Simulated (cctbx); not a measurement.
## Resonant diffraction in SmFeNi

Space group Pnma (no. 62), a = 6.8560 Å, b = 4.2440 Å, c = 6.9820 Å, α = 90.00°, β = 90.00°, γ = 90.00°.

| atom | mult. | x | y | z | Ueq (Å²) |
| --- | --- | --- | --- | --- | --- |
| Sm1 | 4 | 0.4712 | 3/4 | 0.6941 | 0.0037 |
| Ni1 | 4 | 0.6923 | 3/4 | 0.0875 | 0.0054 |
| Fe1 | 4 | 0.3234 | 3/4 | 0.0838 | 0.0052 |

The model was made for the exercise: a known structure type with other elements put in, its volume estimated, not relaxed; displacement parameters are assumed.

Calculated with cctbx: free-atom f′ and f″ from the Sasaki tables, no fine structure; amplitudes in electrons.

| E (eV) | F 0 2 0 | F 1 1 2 | F 1 0 1 | F 2 1 0 |
| --- | --- | --- | --- | --- |
| 6116 | 302.3 | 161.5 | 5.0 | 63.9 |
| 6466 | 292.3 | 155.6 | 3.7 | 60.3 |
| 6596 | 284.8 | 151.1 | 3.3 | 57.6 |
| 6656 | 278.0 | 147.0 | 4.0 | 55.1 |
| 6686 | 272.1 | 143.2 | 5.2 | 52.9 |
| 6701 | 266.0 | 139.4 | 6.9 | 50.8 |
| 6708 | 260.8 | 136.1 | 8.5 | 48.9 |
| 6712 | 255.3 | 132.6 | 10.2 | 46.9 |
| 6720 | 256.0 | 133.4 | 16.6 | 47.9 |
| 6724 | 262.7 | 137.7 | 15.1 | 50.3 |
| 6731 | 268.5 | 141.4 | 14.1 | 52.2 |
| 6746 | 274.6 | 145.3 | 13.2 | 54.3 |
| 6776 | 280.3 | 149.0 | 12.6 | 56.2 |
| 6866 | 286.4 | 153.2 | 12.2 | 58.0 |
| 7116 | 275.4 | 150.2 | 12.0 | 50.5 |

**Question.** Which edge is crossed, and why do the reflections move as they do?

The L3 edge of Sm. The edge is at 6716 eV. f′ of Sm falls from -11.8 e at 6596 eV to -19.1 e at 4 eV below it, and f″ steps from 3.60 to 10.63 e across it. Over that approach |F| changes by -10 % (0 2 0), -12 % (1 1 2), +209 % (1 0 1) and -19 % (2 1 0): a reflection falls where Sm scatters in phase with the total and rises where it scatters against it; it hardly moves where the Sm term is small or cancels by symmetry. Above the edge the larger f″ enters the imaginary part, where it can add to or cancel the other atoms' f″. The structure is centrosymmetric, so Friedel mates stay equal.
